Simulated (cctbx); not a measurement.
# Diagnosing a refinement

Cell a = 7.9670 Å, b = 8.1220 Å, c = 11.0110 Å, α = 90.00°, β = 90.00°, γ = 90.00°; space group Imma (no. 74).

The data are simulated with cctbx, not measured: Mo Kα, λ = 0.71073 Å, to d = 0.75 Å, 50 % of the full sphere, strongest reflection 5000 counts, noise from counting, a 4 % proportional error and a noise floor of 4 counts (s.d.); no absorption.

An isotropic refinement with weights 1/σ² prints:

```text
Rint 0.053, 487 unique reflections to 0.75 A
cycle     R1     wR2    GooF  max shift (A)
   1  0.2045  0.4667   8.192   0.07382
   6  0.0266  0.0622   1.092   0.00022
final R1 0.0266 wR2 0.0622 GooF 1.092  parameters 13  data/parameter 37.5
atom        x        y        z      Ueq    occ   su(xyz)  su(Uiso or U11)
Sm1    0.00000  0.50000  0.00000   0.0036  1.000  0.00000  0.0002
Se1    0.75119  0.25000  0.52969   0.0033  1.000  0.00011  0.0002
Se2    0.50000  0.97132  0.24075   0.0035  1.000  0.00011  0.0002
Fe1    0.50000  0.25000  0.12524   0.0037  1.000  0.00017  0.0003
Mn1    0.25000  0.75000  0.25000   0.0044  1.000  0.00000  0.0004
Mn2    1.00000  1.00942  0.75371   1.0000  1.000  0.00451  0.0564
difference map: max 1.76 min -2.36 rms 0.43
Q1    0.0000  0.0236  0.0269    8    1.84  0.35 A from Sm1
Q2    0.1045  0.0459  0.6642   16    1.48  1.19 A from Se2
Q3    0.1285  0.1471  0.9184   16    1.46  1.41 A from Se1
Q4    0.1878  0.1895  0.8504   16    1.42  1.31 A from Mn1
Q5    0.0814  0.2500  0.3993    8    1.41  0.70 A from Fe1
Q6    0.0000  0.0613  0.9005    8    1.36  1.20 A from Sm1
```

Q: Accept it or mend it, and why?

Mend it. The fault: spurious atom: Mn2. Against the right model at the same level, R1 goes from 0.0251 to 0.0266 and GooF from 0.98 to 1.09 and Mn2 takes U = the program's ceiling. A site with no density behind it hides by a very large U or drifts.

The compound is SmMnFeSe4. The right model at the same level gives:

```text
Rint 0.053, 487 unique reflections to 0.75 A
cycle     R1     wR2    GooF  max shift (A)
   1  0.1875  0.3774   6.604   0.08254
   2  0.0251  0.0561   0.982   0.00000
final R1 0.0251 wR2 0.0561 GooF 0.982  parameters 10  data/parameter 48.7
atom        x        y        z      Ueq    occ   su(xyz)  su(Uiso or U11)
Sm1    0.00000  0.50000  0.00000   0.0037  1.000  0.00000  0.0002
Se1    0.75119  0.25000  0.52968   0.0034  1.000  0.00010  0.0002
Se2    0.50000  0.97132  0.24075   0.0036  1.000  0.00009  0.0002
Fe1    0.50000  0.25000  0.12524   0.0038  1.000  0.00015  0.0003
Mn1    0.25000  0.75000  0.25000   0.0046  1.000  0.00000  0.0003
difference map: max 1.57 min -2.65 rms 0.40
Q1    0.1018  0.0455  0.6647   16    1.59  1.17 A from Se2
Q2    0.0000  0.0244  0.0278    8    1.57  0.36 A from Sm1
Q3    0.1281  0.1475  0.9183   16    1.49  1.41 A from Se1
Q4    0.0000  0.0533  0.8152    8    1.48  0.84 A from Se2
Q5    0.0000  0.0610  0.8989    8    1.47  1.22 A from Sm1
Q6    0.0821  0.2500  0.3998    8    1.45  0.71 A from Fe1
```

Isotropic U is held between 0.0001 and 1 Å² by the program, and listed peak heights are interpolated, so they can pass the grid's maximum.

The model is made up (kin elements in a known structure type, no relaxation), so it says nothing on whether the phase exists.

[Middle refinement cycles are left out of these outputs.]

[Logs are printed without paths, hosts, clocks, repeated set-up lines and the standing remarks that a program may print on its own settings, such as how far it seeks lower states.]
